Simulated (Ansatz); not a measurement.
## WS2 (Tungstenite): spin-orbit coupling beyond the local functionals

Aim: the spin-orbit change of the gap of WS2 (Tungstenite).

Program: Ansatz 0.2.0. Level of theory: density functionals with and without spin-orbit coupling, plane waves, PAW. Results are calculated unless marked as measured.

The database entry behind the starting cell differs from later determinations by our own check (an axis about 1.4 % long against later determinations), so it need not match the best structure at ambient conditions.

## Step 1: The structure

It takes space group P6_3/mmc (No. 194, hexagonal). The conventional cell has a = 3.180 Å, b = 3.180 Å, c = 12.500 Å, α = 90.00°, β = 90.00°, γ = 120.00°. Nearest to W lie 6 S at 2.41 Å. Nearest to S lie 3 W at 2.41 Å. Farther neighbours and most contacts between anions are not listed.

The cell and positions come from the Crystallography Open Database and are kept as given unless a step says otherwise. Spin-orbit coupling is left out unless a step names it. The default PAW set here is soft_2. Its files were made with PBE.

## Step 2: HSE06, 6×6×2 mesh

This step: DFT, HSE06, plane waves, PAW.

File input.yaml:

```yaml
crystal:
  lattice:
    - [3.18, 0.0, 0.0]
    - [-1.59, 2.753960784, 0.0]
    - [0.0, 0.0, 12.5]
  atoms:
    - { symbol: W, position: [0.3333333333, 0.6666666667, 0.25] }
    - { symbol: W, position: [0.6666666667, 0.3333333333, 0.75] }
    - { symbol: S, position: [0.3333333333, 0.6666666667, 0.625] }
    - { symbol: S, position: [0.6666666667, 0.3333333333, 0.125] }
    - { symbol: S, position: [0.3333333333, 0.6666666667, 0.875] }
    - { symbol: S, position: [0.6666666667, 0.3333333333, 0.375] }
kpoints:
  mp_grid: { grid: [6, 6, 2] }
  band_path:
    path:
      - [0.0, 0.0, 0.0]
      - [0.5, 0.0, 0.0]
      - [0.33333333, 0.33333333, 0.0]
      - [0.0, 0.0, 0.5]
      - [0.5, 0.0, 0.5]
      - [0.33333333, 0.33333333, 0.5]
      - [0.1666666667, 0.1666666667, 0.0]
    npoints: 1
hamiltonian:
  xc: hse06
scf:
  occupations: { method: fixed }
  n_extra_bands: 6
output:
  eigenvalues: true
```

The run is started by

```console
$ ansatz run input.yaml --threads 3 --pin off --max-ram 64512MiB --backend cuda --events-out ev --progress --plain --runs-dir out --devices 1 --max-vram 24GiB  # rebuilt from the run's record
```

Numbers of over 12 decimals in the logs are rounded to 6 here.

The program printed:

```text
scf.n_extra_bands = 6 over 26 filled bands (N_el = 52.0): the run solves 32 bands
GPUs: using 1 of 1 available (devices: 1).
Engine: ansatz 0.2.0, x86_64-unknown-linux-gnu
Pseudopotentials: kind: paw
Pseudopotential: W, paw, valence charge 14, recommended cutoff 420 eV (normal), W.paw.azcp
Pseudopotential: S, paw, valence charge 6, recommended cutoff 420 eV (normal), S.paw.azcp
Functional definition: HSE06
  parameter a = 0.25
  parameter omega = 0.11/bohr
  exchange = pbe_x - a*pbe_x_sr(omega) + a*exact_x_sr(omega)
  correlation = pbe_c
davidson cushion auto → on  (no smearing: the cushion is to keep the highest requested band from converging to the state above it; pin scf.eigensolver.cushion to override)
device memory: the entry about to start is reckoned to put 1.1 GiB on a device that reports 53.9 GiB free (of which the cap on the GPU budget leaves the run 24.0 GiB)
GPU FFT provider: cuFFT
GPU libraries: cuBLAS 13.8.2, cuFFT 12.4.0, cuSOLVER 12.3.4
Crystal: 6 atoms, lattice volume = 109.470 Å³
Basis set: ecut = 420 eV, 2129 PW (Γ)
Bands: 32, of which v1, the nominal top of the filled ones, is band 26 counted from 1 (25 counted from 0)
Symmetry: 24 space group operations
Space group: P63/mmc (ITA 194), of the structure as read, at distance tolerance 4.8e-5 Å
k-points: 14 of 72
Non-local potential: W, projectors of the file, l = 0: 3, l = 1: 2, l = 2: 2, l = 3: 1
Non-local potential: S, projectors of the file, l = 0: 2, l = 1: 2, l = 2: 2
PAW form: soft (Blöchl's): semilocal exchange-correlation on the pseudo side does not see the compensation charge
PAW frozen core: W, regenerated for the run's functional, and the local potential with it (the file was generated under x = pbe(κ = 0.804, μ = 0.219515), c = pbe(β = 0.066725))
PAW frozen core: S, regenerated for the run's functional, and the local potential with it (the file was generated under x = pbe(κ = 0.804, μ = 0.219515), c = pbe(β = 0.066725))
PAW one-centre angular grid: W, 590 points (default); XC on 64 Gauss nodes
PAW one-centre angular grid: S, 110 points (default); XC on 64 Gauss nodes
Initial density: superposition of atomic densities (neutral atoms: chi_scale 0, normalization atom), corrected by the library's trained network
Initial wavefunctions: pseudopotential atomic-orbital guess
GPU buffer pool allocated for 51840 grid points (all kernels)
GPU transforms: local potential and band sums: pruned to the plane-wave sphere, on 24×24×90
Functional: x = pbe(κ = 0.804, μ = 0.219515), c = pbe(β = 0.066725), warm-up for x = pbe(κ = 0.804, μ = 0.219515) + 0.25 (exact − pbe) at short range (hse, ω = 0.207870 Å⁻¹), c = pbe(β = 0.066725); HSE06 as pw.x's `hse` composes it (authors' and Libxc's form: `xc: wpbeh`)
[...]
Frozen-core exchange: fock
SCF iter   1: F=—  HF=-24386.871162 eV  |F-HF|=—  |Δ(HF+E_count)|=         —  Δρ=4.92e-5  dr2=1.27e-6  ethr=1.76e-7  ⟨swp⟩=3.1  Hψ=1188  notcnv=0
preconditioner: auto → none  [insulator: Δε(μ)=1.577 eV  Ē_g=9.793 eV  n_scr=26 (ndim 8)  ℏωp=21.3 eV  f_vac=0.022]
iter 2 solved again at ethr=1.88e-10 eV; its pass at ethr=2.26e-9 eV (dr2=9.80e-8 eV) is discarded
SCF iter   2: F=—  HF=-24386.871161 eV  |F-HF|=—  |Δ(HF+E_count)|=   4.90e-7  Δρ=1.67e-5  dr2=1.68e-7  ethr=1.88e-10  ⟨swp⟩=2.1  Hψ=2309  notcnv=0
SCF iter   3: F=-24386.871162 eV  HF=-24386.871162 eV  |F-HF|=1.46e-8  |Δ(HF+E_count)|=   7.92e-7  Δρ=5.59e-6  dr2=2.70e-8  ethr=1.88e-10  ⟨swp⟩=4.1  Hψ=1375  notcnv=0
SCF 3 converged in 3 iterations: F = -24386.871162 eV  dr2 = 2.70e-8
[...]
hybrid outer 2: dexx = +1.174e-6 eV, tail = 6.43e-8 eV, Δε = 1.07e-3 eV (about 5.95e-5 eV left of the loop's levels)
device memory: the entry about to start is reckoned to put 0.7 GiB on a device that reports 65.0 GiB free (of which the cap on the GPU budget leaves the run 24.0 GiB)
NSCF: frozen V_eff on 7 k-points
hybrid SCF converged: 2 outer / 10 inner (+5 warm-up), last move |dexx| = 1.17e-6 eV, tail = 6.43e-8 eV
Stability not checked: this state was not tested for a lower state beside it, because the functional holds exact exchange (a hybrid, or Hartree-Fock), whose exchange loop this test does not read (fock_operator; see scf.lower_state_search)
Free energy (F): -24386.871162 eV
Frozen-core exchange: fock
Harris-Foulkes:  -24386.871162 eV  (|F-HF|=1.46e-8)
Internal energy: -24386.871162 eV  (E = F + TS)
E sigma→0 (E₀):  -24386.871162 eV
Fermi energy:    10.936866 eV
--- Per-component energies (eV) ---
  E_band       = -484.861725
  E_kinetic    = 1327.657748
  E_local      = -3624.175357  (includes V_loc(G=0)·N_el)
  E_nonlocal   = 115.828937
  E_hartree    = 1439.479122
  E_xc         = -737.698149
  E_vxc        = -661.601846  (∫ρ·V_xc dr)
  E_exx        = -126.564656  (= α·E_x^exact, valence–valence)
  E_paw        = -19587.416504  (= ΣΔE_a)
  E_vpaw       = -268.404504  (= ΣTr[D̂ρ^β])
  E_aug_tail   = -0.000117  (compensation charges beyond the density's cutoff)
  E_ewald      = -3187.763116
  E_core_change = -6.219070  (= ΣΔE_core)
  E_smearing   = -0.000000  (= −TS)
  E_closure    = -0.000000  (closes the sum)
  Σ components = -24386.871162   (vs F -24386.871162, Δ=0.00e0)
--- Band table (eV; the first three rows and the last of 14) ---
  k-point 0: bands = [... 22 lower, 8.4101, 9.0526, 9.7502, 10.9369, 13.8776, 13.8776, 13.8864, 13.8864, ... 2 higher]
  k-point 1: bands = [... 22 lower, 8.3856, 8.3856, 10.5873, 10.5873, 13.8710, 13.8710, 13.8710, 13.8710, ... 2 higher]
  k-point 2: bands = [... 22 lower, 8.2808, 9.1472, 9.6303, 10.0433, 13.1020, 13.5460, 13.7367, 13.7606, ... 2 higher]
  k-point 13: bands = [... 22 lower, 7.4380, 7.4380, 10.2498, 10.2498, 12.5649, 12.5649, 14.3289, 14.3289, ... 2 higher]
```

Wall time 30 s (1 × NVIDIA H100 80GB HBM3 (shared by 3 runs) with 3 threads of AMD EPYC 7R13 (Zen 3), shared host); peak memory 1.3 GiB.

Reading the cycles: dr2 is the Hartree energy of the density residual (eV), the measure of convergence; HF is the Harris–Foulkes estimate of the energy, which meets the free energy F at convergence.

This step gave:

```
gap                     : 1.578 eV
valence top at          : Γ
conduction bottom at    : k = (0.167, 0.167, 0.000)
least direct gap        : 2.218 eV
exact-exchange fraction : 0.25
```

The gap is indirect, with the least direct gap 0.64 eV higher.

## Step 3: HSE06+SOC, 6×6×2 mesh

The many-body steps leave out spin-orbit coupling, so its effect is taken from a two-component run, with twice the bands.

This step: DFT, HSE06 with spin-orbit coupling, plane waves, PAW.

Edit input.yaml of step 2 so:

```diff
@@ -28,4 +28,11 @@
   occupations: { method: fixed }
-  n_extra_bands: 6
+  n_extra_bands: 12
+magnetization:
+  noncollinear: true
+  spin_orbit: true
 output:
   eigenvalues: true
+  write_density: true
+  write_potential: true
+  elf: true
+  volumetric_format: npy
```

The program printed:

```text
[...]
GPUs: using 1 of 1 available (devices: 1).
[...]
non-collinear run that drives no moment, with spin-orbit: no starting moment large enough to seed its density (crystal.atoms[].spin), no starting occupations that ask for one, no magnetisation constraint and no magnetic field, so the semilocal B_xc is pinned to zero
[...]
GPU FFT provider: cuFFT
GPU libraries: cuBLAS 13.8.2, cuFFT 12.4.0, cuSOLVER 12.3.4
Crystal: 6 atoms, lattice volume = 109.470 Å³
Basis set: ecut = 420 eV, 2129 PW (Γ)
Bands: 64, of which v1, the nominal top of the filled ones, is band 52 counted from 1 (51 counted from 0)
Symmetry: 24 space group operations + 24 with time reversal
[...]
k-points: 14 of 72
Projection manifold: j_resolved (fully-relativistic pseudo-atomic orbitals)
[...]
GPU buffer pool allocated for 51840 grid points (all kernels)
[...]
SCF iter   1: F=—  HF=-24432.747916 eV  |F-HF|=—  |Δ(HF+E_count)|=         —  Δρ=4.17e-2  dr2=2.68e0  dr2_m=0.00e0 (ungated)  ethr=1.00e-1  |M|=0.00e0 ∫|m|=0.00e0 μB  |m|>n=0.0e0 m-floor=0.0e0 τ_xc=0.0e0  β_m=0.30  ⟨swp⟩=3.6  Hψ=3445  notcnv=0
[...]
SCF iter   6: F=-24431.999281 eV  HF=-24431.999312 eV  |F-HF|=3.08e-5  |Δ(HF+E_count)|=   2.13e-4  Δρ=3.53e-4  dr2=8.76e-5  dr2_m=0.00e0 (ungated)  ethr=2.47e-6  |M|=0.00e0 ∫|m|=0.00e0 μB  |m|>n=0.0e0 m-floor=0.0e0 τ_xc=0.0e0  ⟨swp⟩=3.2  Hψ=2491  notcnv=0
SCF 1 stopped early in 6 iterations: F = -24431.999281 eV  dr2 = 8.76e-5
[...]
GPU FFT provider: cuFFT
GPU libraries: cuBLAS 13.8.2, cuFFT 12.4.0, cuSOLVER 12.3.4
Projection manifold: j_resolved (fully-relativistic pseudo-atomic orbitals)
[...]
GPU buffer pool allocated for 51840 grid points (all kernels)
[...]
Frozen-core exchange: fock
SCF iter   1: F=—  HF=-24398.838578 eV  |F-HF|=—  |Δ(HF+E_count)|=         —  Δρ=6.95e-3  dr2=9.21e-2  dr2_m=0.00e0 (ungated)  ethr=1.68e-6  |M|=0.00e0 ∫|m|=0.00e0 μB  |m|>n=0.0e0 m-floor=0.0e0 τ_xc=0.0e0  β_m=0.30  ⟨swp⟩=6.6  Hψ=4674  notcnv=0
[...]
SCF iter   6: F=-24398.825693 eV  HF=-24398.825699 eV  |F-HF|=6.34e-6  |Δ(HF+E_count)|=   7.16e-6  Δρ=5.54e-5  dr2=7.97e-6  dr2_m=0.00e0 (ungated)  ethr=4.01e-8  |M|=0.00e0 ∫|m|=0.00e0 μB  |m|>n=0.0e0 m-floor=0.0e0 τ_xc=0.0e0  ⟨swp⟩=3.1  Hψ=2429  notcnv=0
SCF 2 stopped early in 6 iterations: F = -24398.825693 eV  dr2 = 7.97e-6
hybrid outer 1: dexx = +1.593e-2 eV, tail = 3.67e-5 eV
GPU FFT provider: cuFFT
GPU libraries: cuBLAS 13.8.2, cuFFT 12.4.0, cuSOLVER 12.3.4
Projection manifold: j_resolved (fully-relativistic pseudo-atomic orbitals)
GPU buffer pool allocated for 51840 grid points (all kernels)
[...]
Frozen-core exchange: fock
SCF iter   1: F=—  HF=-24398.825678 eV  |F-HF|=—  |Δ(HF+E_count)|=         —  Δρ=7.32e-5  dr2=9.54e-6  dr2_m=0.00e0 (ungated)  ethr=3.53e-7  |M|=0.00e0 ∫|m|=0.00e0 μB  |m|>n=0.0e0 m-floor=0.0e0 τ_xc=0.0e0  β_m=0.30  ⟨swp⟩=2.4  Hψ=1991  notcnv=0
[...]
SCF iter   5: F=-24398.825677 eV  HF=-24398.825677 eV  |F-HF|=6.00e-10  |Δ(HF+E_count)|=   1.38e-8  Δρ=6.08e-7  dr2=9.85e-9  dr2_m=0.00e0 (ungated)  ethr=1.48e-10  |M|=0.00e0 ∫|m|=0.00e0 μB  |m|>n=0.0e0 m-floor=0.0e0 τ_xc=0.0e0  ⟨swp⟩=3.1  Hψ=2296  notcnv=0
SCF 3 converged in 5 iterations: F = -24398.825677 eV  dr2 = 9.85e-9
[...]
the search or the solves at the SCF's close seem to have found levels that the self-consistency loop had missed (the run counts 4). By its estimate they hold under 1e-12 electrons; where the run keeps them, the occupations were computed again with them
[...]
NSCF: frozen V_eff on 7 k-points
[...]
Magnetization: |M| = 0.0000 μB,  M = (+0.0000, +0.0000, +0.0000) μB
Absolute magnetization: 0.0000 μB (∫|m|)
  site 0: m = (+0.0000, +0.0000, +0.0000) μB, |m| = 0.0000 μB  (R = 0.99 Å)
  site 1: m = (+0.0000, +0.0000, +0.0000) μB, |m| = 0.0000 μB  (R = 0.99 Å)
  site 2: m = (+0.0000, +0.0000, +0.0000) μB, |m| = 0.0000 μB  (R = 0.99 Å)
  site 3: m = (+0.0000, +0.0000, +0.0000) μB, |m| = 0.0000 μB  (R = 0.99 Å)
  site 4: m = (+0.0000, +0.0000, +0.0000) μB, |m| = 0.0000 μB  (R = 0.99 Å)
  site 5: m = (+0.0000, +0.0000, +0.0000) μB, |m| = 0.0000 μB  (R = 0.99 Å)
Free energy (F): -24398.825678 eV
Frozen-core exchange: fock
[...]
Internal energy: -24398.825678 eV  (E = F + TS)
E sigma→0 (E₀):  -24398.825678 eV
Fermi energy:    10.962474 eV
[...]
--- Band table (eV; the first three rows and the last of 14) ---
  k-point 0: bands = [... 48 lower, 9.7957, 9.7957, 10.9625, 10.9625, 13.7444, 13.7444, 13.7863, 13.7863, ... 8 higher]
  k-point 1: bands = [... 48 lower, 10.6133, 10.6133, 10.6133, 10.6133, 13.7919, 13.7919, 13.7919, 13.7919, ... 8 higher]
  k-point 2: bands = [... 48 lower, 9.6576, 9.6576, 10.0661, 10.0661, 13.0577, 13.0577, 13.4945, 13.4945, ... 8 higher]
  k-point 13: bands = [... 48 lower, 10.0110, 10.0110, 10.5165, 10.5165, 12.5463, 12.5463, 12.5479, 12.5479, ... 8 higher]
```

Run time: 73 s. Hardware: 1 × NVIDIA H100 80GB HBM3 (shared by 3 runs) with 3 threads; peak memory 2.1 GiB; 2.5 min of CPU time.

This step gave:

```yaml
gap: 1.519 eV
valence_top_at: Γ
conduction_bottom_at: k = (0.167, 0.167, 0.000)
least_direct_gap: 2.001 eV
exact_exchange_fraction: 0.25
```

The gap stands −0.06 eV against HSE06.

## Step 4: Together

Times are wall times on 1 × NVIDIA H100 80GB HBM3 (shared by 3 runs) with 3 threads of AMD EPYC 7R13 (Zen 3), shared host, good to a factor of about two.

```tsv
level	gap (eV)	with coupling (eV)	change (eV)	time	with coupling
HSE06	1.58	1.52	−0.06	30 s	73 s
```

## Step 5: What came out

- HSE06: 1.58 eV
- HSE06+SOC: 1.52 eV

**Reading.** Spin-orbit coupling changes the gap by −0.06 eV and the least direct gap by −0.22 eV.

[Paths, hosts, dates, memory and timing lines, banners, echoed tables and standing remarks are left out of the program output.]

[Logs are printed without paths, hosts, clocks, repeated set-up lines and the standing remarks that a program may print on its own settings, such as how far it seeks lower states.]

[Runs of the session that timed out or met a known fault of the program may be left out.]

[Cells called generated may have been cut or substituted from an entry of the Crystallography Open Database or the Materials Project.]

[Hosts, paths, dates, database ids (printed as entryN), source tags and the programs' standing remarks are cut or masked in the printed files.]
